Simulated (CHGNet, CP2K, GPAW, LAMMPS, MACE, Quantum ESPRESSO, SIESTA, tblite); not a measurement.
# Glassy 68SiO2-14MgO-11ZnO-7BaO (mol %) (75 atoms) in other programs, against a plane-wave reference

Wanted: errors and costs of other methods on glassy 68SiO2-14MgO-11ZnO-7BaO (mol %) (75 atoms). A plane-wave run serves as the reference.

Program: Quantum ESPRESSO 7.5. Level of theory: Kohn-Sham DFT, PBE, SSSP efficiency 1.3.0 pseudopotentials, plane waves. Results are calculated unless marked as measured.

## (1) Set-up

The cell holds 75 atoms: 19 Si, 4 Mg, 3 Zn, 2 Ba and 47 O. Cell: a = 10.485 Å, b = 10.485 Å, c = 10.485 Å, α = 90.0°, β = 90.0°, γ = 90.0°. 75 atoms (19 Si, 4 Mg, 3 Zn, 2 Ba, 47 O) placed at random at 2.67 g/cm³, melted at 4000 K for 10 ps at fixed volume with the Morse and Coulomb pair potential with partial charges (Pedone, Malavasi, Menziani, Cormack and Segre, J. Phys. Chem. B 110, 11780 (2006)). Quenched from 4000 K to 300 K at 25 K/ps and fixed volume, held 5 ps, then minimised at fixed cell.

## (2) Reference: Quantum ESPRESSO, plane waves

File pw.in:

```
&control
  calculation = 'scf'
  pseudo_dir = './pseudo'
  outdir = './tmp'
  disk_io = 'none'
  tprnfor = .true.
  tstress = .true.
/
&system
  ibrav = 0
  nat = 75
  ntyp = 5
  ecutwfc = 60
  ecutrho = 480
  nosym = .true.
  occupations = 'smearing'
  smearing = 'fd'
  degauss = 0.003675
/
&electrons
  conv_thr = 3.8e-07
  electron_maxstep = 100
  mixing_beta = 0.4
  mixing_mode = 'plain'
  diagonalization = 'david'
/
ATOMIC_SPECIES
Si 28.085 Si.upf
Mg 24.305 Mg.upf
Zn 65.380 Zn.upf
Ba 137.327 Ba.upf
O 15.999 O.upf
CELL_PARAMETERS angstrom
10.48540 0.00000 0.00000
0.00000 10.48540 0.00000
0.00000 0.00000 10.48540
ATOMIC_POSITIONS crystal
Si 0.77001 0.42486 0.40191
Si 0.39756 0.82933 0.29783
Si 0.37019 0.25419 0.50664
Si 0.60854 0.07012 0.53649
Si 0.46310 0.80711 0.57884
Si 0.12564 0.16086 0.67304
Si 0.84967 0.13655 0.02062
Si 0.90179 0.60758 0.85204
Si 0.03014 0.03526 0.41578
Si 0.93010 0.78515 0.29301
Si 0.60836 0.27920 0.90422
Si 0.66030 0.66908 0.27883
[... 59 atom lines left out ...]
O 0.35795 0.83317 0.96224
O 0.47878 0.20535 0.90221
O 0.66608 0.07890 0.39214
O 0.91471 0.46590 0.36805
K_POINTS gamma
```

On the command line:

```console
> OMP_NUM_THREADS=1 mpirun -np 4 pw.x -in pw.in > output.txt
```

The log of the run:

```text
Program PWSCF
     gamma-point specific algorithms are used
     one sub-group per band group will be used
     scalapack distributed-memory algorithm (size of sub-group:  2*  2 procs)
     Parallelization info
     sticks:   dense  smooth     PW     G-vecs:    dense   smooth      PW
     Min        3750    1876    469               345453   122072   15300
     Max        3752    1877    474               345460   122073   15302
     Sum       15005    7505   1885              1381831   488289   61205
     bravais-lattice index     =            0
     lattice parameter (alat)  =      19.8145  a.u.
     unit-cell volume          =    7779.4986 (a.u.)^3
     number of atoms/cell      =           75
     number of atomic types    =            5
     number of electrons       =       446.00
[... lines left out ...]
     scf convergence threshold =      3.8E-07
[... lines left out ...]
     number of k points=     1  Fermi-Dirac smearing, width (Ry)=  0.0037
[... lines left out ...]
     total energy              =   -4569.33767003 Ry
[... lines left out ...]
     total energy              =   -4574.17349520 Ry
[... lines left out ...]
     total energy              =   -4574.21997229 Ry
[... lines left out ...]
     total energy              =   -4574.25964327 Ry
[... lines left out ...]
     total energy              =   -4574.25964430 Ry
[... lines left out ...]
   -74.8763 -74.6723 -74.6474 -74.5843 -24.1886 -24.1192 -17.6965 -17.3308
   -17.1681 -17.1065 -16.8800 -16.7648 -16.6733 -16.5929 -16.5520 -16.3561
   -16.3066 -16.2312 -16.1972 -16.0842 -15.9727 -15.9238 -15.7990 -15.7503
[...]
10.1016  10.1673  10.2759  10.3114  10.4567  10.4785  10.6017  10.6471
    10.6888  10.8158  10.8997  10.9517  10.9952  11.0715  11.1507  11.2498
    11.2867  11.3162  11.3464  11.4448
     the Fermi energy is     4.6081 ev
!    total energy              =   -4574.25964441 Ry
     estimated scf accuracy    <       0.00000031 Ry
     smearing contrib. (-TS)   =      -0.00000000 Ry
     internal energy E=F+TS    =   -4574.25964441 Ry
     The total energy is F=E-TS. E is the sum of the following terms:
     one-electron contribution =   -2925.28698543 Ry
     hartree contribution      =    1671.11585785 Ry
     xc contribution           =    -649.38285732 Ry
     ewald contribution        =   -1349.29127079 Ry
     one-center paw contrib.   =   -1321.41438872 Ry
     convergence has been achieved in  15 iterations
     Forces acting on atoms (cartesian axes, Ry/au):
     atom    1 type  1   force =     0.06329113    0.00480797   -0.05954801
     atom    2 type  1   force =    -0.00031093    0.02477559   -0.00025104
     atom    3 type  1   force =    -0.03429056   -0.07804485    0.00102118
[...]
atom   74 type  5   force =    -0.02860673   -0.03472662   -0.03103844
     atom   75 type  5   force =    -0.00099680   -0.00244367   -0.00149653
     Total force =     0.536508     Total SCF correction =     0.000313
     Computing stress (Cartesian axis) and pressure
          total   stress  (Ry/bohr**3)                   (kbar)     P=       13.66
  -0.00002215   0.00009547  -0.00011325           -3.26       14.04      -16.66
   0.00009547   0.00010363  -0.00002017           14.04       15.24       -2.97
  -0.00011325  -0.00002017   0.00019713          -16.66       -2.97       29.00
     Message from routine punch:
     Nothing written, as per user request (disk_io='none')
```

Run time: 3 min. Hardware: 4 MPI ranks of Arm Neoverse V2, shared host; peak memory 3.6 GiB; 12 min of CPU time.

Banners, paths, timers and routine set-up lines are dropped from the logs unmarked, and long logs keep their key lines alone; longer cuts are marked.

Numbers from this run:

```
r.m.s. force component                           : 0.9196 eV/Å
longest force                                    : 3.232 eV/Å
pressure                                         : 1.366 GPa
gap (highest filled to lowest empty level) : 2.891 eV
```

## (3) Structure statistics

Density 2.67 g/cm³, 15.37 Å³ an atom.

Pair distribution functions g(r), in bins of 0.2 Å:

```csv
r (Å),total,O-O,O-Si,O-Mg,O-Zn,O-Ba,Si-Si
1.50,1.45,0.00,4.55,0.00,0.00,0.00,0.00
1.70,3.29,0.00,10.37,0.00,0.00,0.00,0.00
1.90,0.43,0.00,0.00,2.54,5.20,0.00,0.00
2.10,0.56,0.00,0.00,6.11,3.03,0.00,0.00
2.30,0.06,0.00,0.00,0.00,1.21,0.00,0.00
2.50,0.88,2.24,0.00,0.00,0.00,0.00,0.00
2.70,1.85,4.50,0.00,0.00,0.00,1.29,0.00
2.90,0.29,0.25,0.06,0.89,0.38,1.73,0.29
3.10,0.77,0.34,0.00,0.51,0.67,2.54,5.46
3.30,0.69,0.91,0.05,0.43,0.00,0.87,1.69
3.50,0.78,0.50,0.92,0.21,0.25,2.02,0.00
3.70,1.04,1.00,1.48,0.89,0.72,0.73,0.00
3.90,1.14,0.93,1.63,1.60,1.70,0.32,0.00
4.10,1.22,0.66,1.85,1.44,1.53,1.79,0.59
4.30,1.21,0.76,1.96,1.06,2.27,0.27,0.55
4.50,1.19,1.04,1.23,2.29,0.96,1.19,1.12
4.70,0.93,0.85,0.74,1.56,1.04,1.09,1.62
4.90,0.96,1.14,0.84,0.31,0.54,1.41,1.79
5.10,1.20,1.75,0.67,0.94,0.37,1.12,1.55
```

Bonds by pair of elements; cutoffs follow the first minimum of g(r), held within bounds set by covalent radii, and pairs that aren't listed don't count as bonded (cutoffs were set anew for this text, so counts can differ from the run's own analysis):

```csv
pair A-B,cutoff (Å),bonds,mean length (Å),spread (Å),shortest (Å),B about A,A about B
O-Si,2.08,76,1.62,0.033,1.55,1.62,4
O-Mg,2.58,15,2.06,0.077,1.94,0.319,3.75
O-Zn,2.5,12,2.04,0.14,1.90,0.255,4
O-Ba,3.29,10,2.98,0.148,2.74,0.213,5
```

The cutoff for O-Ba falls short of the minimum of g(r), so counts run low and odd coordinations can be artefacts.

How many atoms have how many bonded neighbours:

```csv
element,mean,2,3,4,5,6
Ba,5,0,0,1,0,1
Mg,3.75,0,1,3,0,0
O,2.40,28,19,0,0,0
Si,4,0,0,19,0,0
Zn,4,0,1,1,1,0
```

Rings of the network by King's shortest-path rule, up to 12 atoms, one path for each pair of neighbours; H, halogens, alkali and alkaline-earth atoms are left out, and the last column divides by all other atoms, bonded or not:

```csv
ring size (atoms),rings,per network atom
4,2,0.029
6,2,0.029
8,4,0.058
10,9,0.13
12,12,0.174
```

## (4) The other programs

The programs:
- CHGNet: machine-learned potential, published weights.
- CP2K 2026.2: Gaussian basis with GTH pseudopotentials and a plane-wave density; labels give functional, basis (MOLOPT sets; SR short-range, UZH the newer set with its own potentials), grid cutoff/relative cutoff and solver (OT: orbital transformation; TRS4, TC2, SIGN: linear-scaling purification with its sparsity filter), or its built-in tight binding.
- GPAW 26.7.0: PAW with atomic orbitals (LCAO), plane waves or a real-space grid of spacing h.
- MACE: machine-learned potential, published weights.
- Quantum ESPRESSO 7.5: plane waves; labels (QE) give functional, pseudopotential set and cutoffs of waves/density.
- SIESTA 5.4.2: numerical atomic orbitals, whose automatically made sets are far from complete, with PseudoDojo norm-conserving potentials that we converted to its format (checked against plane waves on the same files for H, C, O, Si, Ge and Ca alone); labels give functional, basis size, energy shift and mesh cutoff.
- tblite 0.8.0: extended tight binding, driven from Python.

All use the same cell and atoms; the electronic-structure runs use the same k-mesh, and an electronic temperature of 580 K (0.05 eV) where levels are smeared.

Differences are against the plane-wave reference, forces as r.m.s. over components; share is that over the reference's r.m.s. force, slope the least-squares factor from reference forces to these. Total energies of different programs have different zeros and aren't compared.

```csv
run,"Δ force, r.m.s. (meV/Å)",share (%),slope,Δ pressure (GPa),Δ gap (eV),cores,CPU time,memory (GiB)
reference,-,-,-,-,-,4,12 min,3.6
CHGNet 0.3.0 potential,124,13.5,0.941,0.252,-,1,3.2 s,0.93
CHGNet r2SCAN potential,277,30.2,0.725,-3.59,-,1,3.1 s,0.93
"CP2K PBE, DZVP-MOLOPT-SR, 1200/50 Ry, SIGN filter 1e-06, SCF 1e-06",171,18.6,0.932,0.326,-,1,4.7 min,3.8
"GPAW PBE, LCAO dzp, h 0.18 Å",322,35.0,1.304,-,-0.128,1,2.3 min,1.7
"GPAW PBE, LCAO dzp, h 0.22 Å (coarse)",359,39.0,1.316,-,-0.133,1,83 s,0.98
"GPAW PBE, LCAO sz(dzp), h 0.18 Å (coarse)",1153,125,1.971,-,-0.307,1,54 s,1.3
"GPAW PBE, LCAO szp(dzp), h 0.18 Å (coarse)",309,33.6,1.230,-,-0.171,1,1.7 min,1.6
MACE MPA-0 medium potential,65.3,7.10,0.958,-0.0107,-,1,6.9 s,0.93
"QE PBE, gbrv-1.5, 40/200 Ry",32.2,3.50,0.974,0.0863,0.0269,2,4.7 min,1.6
"SIESTA PBE, DZP, shift 0.01 Ry, mesh 500 Ry",220,23.9,1.179,1.67,-0.073,2,3.8 min,1.9
"SIESTA PBE, TZP, shift 0.01 Ry, mesh 500 Ry",164,17.8,1.124,0.323,-0.0798,4,5.2 min,2.6
"SIESTA revPBE, PBE potentials, DZP, shift 0.01 Ry, mesh 500 Ry",207,22.5,1.165,2.99,0.059,2,3.8 min,1.9
tblite GFN1-xTB,502,54.6,0.951,-4.02,-,1,3.8 s,0.11
```

Rows marked coarse were listed beforehand as settings not expected to be converged; some can still land near the reference.

Times of the machine-learned potentials are mostly Python's start and the loading of weights.

CPU time is summed over cores on a shared host, where runs went side by side, so it is rough. Symmetry, cutoffs, thresholds, outputs and thread counts weren't matched or tuned between programs; memory under MPI is the largest rank's times the ranks.

Mean charges by element (e), by run and scheme:

```csv
run,scheme,Si,Mg,Zn,Ba,O
"CP2K PBE, DZVP-MOLOPT-SR, 1200/50 Ry, SIGN filter 1e-06, SCF 1e-06",Mulliken,+0.81,+1.36,+0.74,+1.60,-0.56
"SIESTA PBE, DZP, shift 0.01 Ry, mesh 500 Ry",Hirshfeld,+0.36,+0.50,+0.86,+0.71,-0.27
"SIESTA PBE, TZP, shift 0.01 Ry, mesh 500 Ry",Hirshfeld,+0.38,+0.51,+0.86,+0.72,-0.28
"SIESTA revPBE, PBE potentials, DZP, shift 0.01 Ry, mesh 500 Ry",Hirshfeld,+0.36,+0.51,+0.86,+0.71,-0.28
tblite GFN1-xTB,Mulliken,+0.89,+0.80,+1.05,+1.21,-0.55
```

Within one program, basis, potentials and functional, energies share a zero. Each run against its twin at the usual cutoff or grid and solver:

```csv
run,twin,Δ energy (meV/atom),"Δ force, r.m.s. (meV/Å)",CPU time over the twin's
"GPAW PBE, LCAO dzp, h 0.22 Å","LCAO dzp, h 0.18 Å",157,129,0.61
```

## (5) What came out

| Quantity | Value |
| --- | --- |
| reference r.m.s. force component | 0.920 eV/Å |
| nearest in forces | QE PBE, gbrv-1.5, 40/200 Ry, 3.5 % |
| farthest in forces | GPAW PBE, LCAO sz(dzp), h 0.18 Å (coarse), 125 % |
| cheapest electronic-structure run beside the reference | tblite GFN1-xTB, 3.8 s of CPU time |

**Reading.** PBE on plane waves or a grid with other potentials, cutoffs or grids, coarse settings apart, differs from the reference by 3.5 % (QE PBE, gbrv-1.5, 40/200 Ry) of the r.m.s. force; this holds the reference's own error, so differences of a few per cent don't tell which side is nearer the exact PBE result. The PBE runs in local orbitals, coarse settings apart, differ by 18 % (SIESTA PBE, TZP, shift 0.01 Ry, mesh 500 Ry) to 35 % (GPAW PBE, LCAO dzp, h 0.18 Å); basis, grid and potentials can all enter. Tight binding differs by 55 % (tblite GFN1-xTB); it is another model, with fitted parameters of its own, and the xTB methods hold dispersion. Machine-learned potentials differ by 7.1 % (MACE MPA-0 medium potential) to 30 % (CHGNet r2SCAN potential); they were trained on other programs' data, some at another functional. Rows with another functional or a dispersion term differ by 22 % (SIESTA revPBE, PBE potentials, DZP, shift 0.01 Ry, mesh 500 Ry), which mixes the change of model with differences of basis and potentials, some of them made for another functional. Runs with settings chosen to be coarse differ by 34 % (GPAW PBE, LCAO szp(dzp), h 0.18 Å) to 125 % (GPAW PBE, LCAO sz(dzp), h 0.18 Å), their programs' other errors included. Of the electronic-structure runs that take under half the reference's CPU time, QE PBE, gbrv-1.5, 40/200 Ry comes nearest, at 3.5 % in 4.7 min against 12 min. GPAW PBE, LCAO dzp, h 0.22 Å stiffens the forces by a factor of 1.32 while following their directions (correlation 0.985); the slopes of the 4 GPAW runs lie between 1.23 and 1.97; the difference isn't even, but is largest on one element. At the same functional, gaps differ from the reference's 2.89 eV by between -0.31 and +0.03 eV. In pressure, SIESTA PBE, DZP, shift 0.01 Ry, mesh 500 Ry misses by +1.7 GPa, at the same functional. Charges hang on model, scheme and program or settings: among these rows the mean for Ba runs from +0.71 to +1.60 e. In the reference: filled and empty levels are parted by 2.89 eV (on the run's k-points); a semilocal functional tends to put such gaps too low. In a disordered cell it changes from sample to sample, and tail or defect levels can set it. In the reference: for some of the pairs, g(r) has its first main peak near 2.6 Å (O-O), 1.6 Å (O-Si), 2.1 Å (O-Mg), 2.0 Å (O-Zn), 3.1 Å (O-Ba) and 3.1 Å (Si-Si). Periodic xTB results under one method name differ between programs and library versions. The potentials hold different valence shells: 446 electrons in the reference, 478 in SIESTA, 454 in GPAW, 454 in CP2K with DZVP-UZH and 478 in Quantum ESPRESSO with GBRV; this bears on time and differences. The reference's pressure holds the uncorrected Pulay stress of its 60 Ry basis, so small pressure differences, and their order, may be the reference's own error. Machine-learned potentials mimic data converged in k, so the reference's own k-point error enters their differences. The quench rate of 25 K/ps is many orders above laboratory rates, so the cell is likely richer in defects and strain than a real sample. The network of bonds at the start is that of the classical potential that made the cell, and needn't be the one that DFT or experiment would give. The reference's stress is far from hydrostatic: its diagonal is -0.3, 1.5, 2.9 GPa, compression counted positive. The electronic-structure runs sample only Γ, in a cell whose shortest periodic width is 10 Å. Spin–orbit coupling is left out, which matters for the levels of the heavy elements.

[Also dropped from logs without a mark: logging warnings of Python, and SIESTA's first energy breakdown and zero terms.]

[Logs are printed without paths, hosts, clocks, repeated set-up lines and the standing remarks that a program may print on its own settings, such as how far it seeks lower states.]

[Hosts, paths, dates, database ids (printed as entryN), source tags and the programs' standing remarks are cut or masked in the printed files.]
